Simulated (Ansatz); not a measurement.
# Dielectric response of NaCl (001) films, part 3 of 3

Aim: the electronic and static ε of rocksalt NaCl (001) from films of three thicknesses in a field.

Ansatz 0.2.0; plane-wave DFT, PBE, Ansatz PAW (set soft_1); PAW set soft_1 (the session's first sound run).

So far. Step 26 (Response with the atoms relaxed, 16 atoms, units 8): The induced dipole is that of a conductor 20.42 Å thick. Step 29 (The bulk crystal): The gap is 5.11 eV.

## Step 30: Band edges against the vacuum, levels PBE

This step: plane-wave DFT, PBE, Ansatz PAW (set soft_1); band edges against the vacuum, bulk levels by PBE; PAW set soft_1 (Ansatz 0.2.0).

System of this step: NaCl (001), 8 units. The cell holds 16 atoms: 8 Na and 8 Cl. Cell: a = 3.988 Å, b = 3.988 Å, c = 37.740 Å, α = 90.0°, β = 90.0°, γ = 90.0°. It derives from NaCl (rocksalt NaCl). Vacuum lies along c.

The averaged potential in the middle of the thickest slab ties the bulk's levels to the vacuum level.

Contents of align.yaml:

```yaml
surface:
  bulk: { run: bulk.run }
  slab: { run: end8.run, axis: 3 }
  face: plus
  period: 2.82
```

Launch:

```bash
$ ansatz align-bands align.yaml -- --threads 4 --pin off
```

The job ended after 0.06 s (4 threads of Arm Neoverse V1, shared host).

Read from the output:

| Item | Value |
| --- | --- |
| ionisation energy | 6.652 eV |
| electron affinity | 1.544 eV |
| slab level shift | -0.09735 eV |

Check by hand: ionisation energy less affinity, 6.65 − (1.54) = 5.11 eV, is the bulk gap at this level.

The program warns that the averaged potential varies by 0.21 eV in the slab's middle, which these edges carry as an error.

## Step 31: The bulk with HSE06, k-mesh 6×6×6

This step: plane-wave DFT, HSE06, Ansatz PAW (set soft_1); PAW set soft_1 (Ansatz 0.2.0).

System of this step: rocksalt NaCl. The structure is cubic, space group Fm-3m (No. 225). The conventional cell has a = 5.640 Å, b = 5.640 Å, c = 5.640 Å, α = 90.00°, β = 90.00°, γ = 90.00°. Nearest to Na lie 6 Cl at 2.82 Å. Nearest to Cl lie 6 Na at 2.82 Å. Farther neighbours, and contacts between anions beyond the nearest, are not listed.

A hybrid functional removes part of the gap error, and is affordable in the small bulk cell.

Contents of input.yaml:

```yaml
crystal:
  lattice:
    - [0.0, 2.82, 2.82]
    - [2.82, 0.0, 2.82]
    - [2.82, 2.82, 0.0]
  atoms:
    - { symbol: Na, position: [0.0, 0.0, 0.0] }
    - { symbol: Cl, position: [0.5, 0.5, 0.5] }
kpoints:
  mp_grid: { grid: [6, 6, 6] }
hamiltonian:
  xc: hse06
  pseudopotentials: { kind: paw, azcp: { folder: soft_1 } }
scf:
  occupations: { method: fixed }
  convergence: { dr2_threshold: 1.0e-08 }
output:
  eigenvalues: true
checkpoint:
  write: bulk-hse.run
  compress: false
  write_wavefunctions: false
```

Launch:

```bash
$ ansatz run input.yaml --threads 4 --pin off --max-ram 8192MiB --backend cpu --events-out ev --progress --plain --runs-dir out
```

Run time: 3.8 s. Hardware: 4 threads; peak memory 0.95 GiB; 13 s of CPU time.

Read from the output:

- gap on the k-mesh: 6.479 eV

The gap is 6.48 eV.

## Step 32: Band edges against the vacuum, levels HSE06

This step: plane-wave DFT, PBE, Ansatz PAW (set soft_1); band edges against the vacuum, bulk levels by HSE06; PAW set soft_1 (Ansatz 0.2.0).

System of this step: NaCl (001), 8 units. The cell holds 16 atoms: 8 Na and 8 Cl. Cell: a = 3.988 Å, b = 3.988 Å, c = 37.740 Å, α = 90.0°, β = 90.0°, γ = 90.0°. It derives from NaCl (rocksalt NaCl). Vacuum lies along c.

The same line-up with the hybrid's levels.

Contents of align.yaml:

```yaml
surface:
  bulk: { run: bulk.run, levels_from: { run: bulk-hse.run } }
  slab: { run: end8.run, axis: 3 }
  face: plus
  period: 2.82
```

Launch:

```bash
$ ansatz align-bands align.yaml -- --threads 4 --pin off
```

It took 0.08 s on 4 threads.

Numbers from this step:

- ionisation energy: 7.644 eV
- electron affinity: 1.165 eV

Check by hand: ionisation energy less affinity, 7.64 − (1.16) = 6.48 eV, is the bulk gap at this level.

The program warns that the averaged potential varies by 0.21 eV in the slab's middle, which these edges carry as an error.

## Step 33: A changed input: basis.xc_grid = 3

This step: plane-wave DFT, PBE, Ansatz PAW (set soft_1) (Ansatz 0.2.0).

System of this step: NaCl (001), 3 units. The cell holds 6 atoms: 3 Na and 3 Cl. Cell: a = 3.988 Å, b = 3.988 Å, c = 23.640 Å, α = 90.0°, β = 90.0°, γ = 90.0°. It derives from NaCl (rocksalt NaCl). Vacuum lies along c.

A run with a changed input: it repeats the earlier run at 0.1 V/Å, 3 units with basis.xc_grid to 3; its output block differs too.

Contents of input.yaml:

```yaml
crystal:
  lattice:
    - [3.98808225, 0.0, 0.0]
    - [0.0, 3.98808225, 0.0]
    - [0.0, 0.0, 23.64]
  atoms:
    - { symbol: Na, position: [0.5, 0.5, 0.38176305] }
    - { symbol: Cl, position: [0.0, 0.0, 0.377498471] }
    - { symbol: Na, position: [0.0, 0.0, 0.500000003] }
    - { symbol: Cl, position: [0.5, 0.5, 0.4999999959] }
    - { symbol: Na, position: [0.5, 0.5, 0.6182369519] }
    - { symbol: Cl, position: [0.0, 0.0, 0.6225015281] }
kpoints:
  mp_grid: { grid: [8, 8, 1] }
hamiltonian:
  xc: pbe
  pseudopotentials: { kind: paw, azcp: { folder: soft_1 } }
scf:
  occupations: { method: fixed }
  convergence: { dr2_threshold: 1.0e-10 }
efield:
  axis: 3
  dipole_correction: true
  ramp_position: 0.97
  ramp_width: 0.06
  amplitude: 0.1
output:
  write_potential: true
  write_density: true
  volumetric_format: npy
basis:
  xc_grid: 3
```

Launch:

```bash
$ ansatz run input.yaml --threads 4 --pin off --max-ram 8192MiB --backend cpu --events-out ev --progress --plain --runs-dir out
```

Run time: 5.5 s. Hardware: 4 threads; peak memory 0.69 GiB.

This step gave:

```
gap on the k-mesh       : 4.901 eV
dipole along the normal : 0.04759 e·Å
```

| quantity | this run | earlier run | difference |
| --- | --- | --- | --- |
| dipole along the normal (e·Å) | 0.04759 | 0.04760 | -5.3e-6 |
| gap on the k-mesh (eV) | 4.901 | 4.902 | -2.1e-4 |

Nothing in the table moves by 0.01 in its unit (for the dipole 0.5 % and 5e-5 e·Å).

## Step 34: A changed input

Another changed input: it repeats the earlier run at 0.1 V/Å, 3 units with scf.occupations.method from fixed to methfessel_paxton, scf.occupations.width to 0.2 and scf.mixing.preconditioner to local_kerker.

input.yaml: that of step 33 with these lines changed.

```diff
@@ -18,4 +18,5 @@
 scf:
-  occupations: { method: fixed }
+  occupations: { method: methfessel_paxton, width: 0.2 }
   convergence: { dr2_threshold: 1.0e-10 }
+  mixing: { preconditioner: local_kerker }
 efield:
@@ -30,3 +31 @@
   volumetric_format: npy
-basis:
-  xc_grid: 3
```

Run time: 6.3 s. Hardware: 4 threads; peak memory 0.59 GiB.

| quantity | this run | earlier run | difference |
| --- | --- | --- | --- |
| dipole along the normal (e·Å) | 0.04760 | 0.04760 | 1.2e-6 |
| gap on the k-mesh (eV) | 4.902 | 4.902 | -1.4e-5 |

Nothing in the table moves by 0.01 in its unit (for the dipole 0.5 % and 5e-5 e·Å). The run took 15 SCF cycles against 11.

The change did no harm here.

## Step 35: What came out

| Item | Value |
| --- | --- |
| electronic ε from the thickness series | 2.49 |
| static ε from the thickness series | 6.88 |
| local electronic ε, middle of 8 units | 2.49 |
| ionisation energy, levels by PBE | 6.65 eV |
| electron affinity, levels by PBE | 1.54 eV |
| ionisation energy, levels by HSE06 | 7.64 eV |
| electron affinity, levels by HSE06 | 1.16 eV |

**Reading.** The films give an electronic ε of 2.49 and a static ε of 6.88. The slope of the series and the field inside the thickest film give 2.49 and 2.49, in agreement. Ions raise ε from 2.49 to 6.88. HSE06 levels deepen the valence edge by 0.99 eV on the same PBE surface dipole. The alignment warns that the averaged potential still varies by 0.21 eV in the slab's middle, which the band edges carry as an error. The in-plane lattice constants are held at typed bulk values. Semilocal functionals tend to overestimate the electronic ε a little.

[Long decimals in the printed logs are rounded to 6 places.]

[Logs are printed without paths, hosts, clocks, repeated set-up lines and the standing remarks that a program may print on its own settings, such as how far it seeks lower states.]

[Hosts, paths, dates, database ids (printed as entryN), source tags and the programs' standing remarks are cut or masked in the printed files.]

[Maps of the electrostatic potential energy from Ansatz leave out the sawtooth potential of an applied field or a dipole correction, so their vacuum need not be flat; planar profiles and work functions include it.]
